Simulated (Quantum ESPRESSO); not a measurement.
# T-MgI2: band edges from 1 to 2 sheets (PBEsol, Quantum ESPRESSO)

How do the band edges of T-MgI2 move as sheets are stacked?

All values are computed: Quantum ESPRESSO 7.5, PBEsol, plane waves, scalar-relativistic unless marked; slabs or sheets with vacuum, the vacuum level from the planar mean of the electrostatic potential.

| sheets | ionisation potential (eV) | affinity (eV) | gap (eV) | gap on the path |
| --- | --- | --- | --- | --- |
| 1 | 6.42 | 2.79 | 3.63 | indirect, from Γ to M |
| 2 | 6.41 | 2.80 | 3.61 | indirect, from a point between K and Γ to M |

From 1 to 2 sheets the gap goes from 3.63 to 3.61 eV: the valence top moves up by 0.01 eV and the conduction bottom down by 0.01 eV. So the edges barely feel the neighbouring sheet.

Kohn–Sham gaps are too small, and the added screening by further sheets, which shifts true quasiparticle edges, is missing.
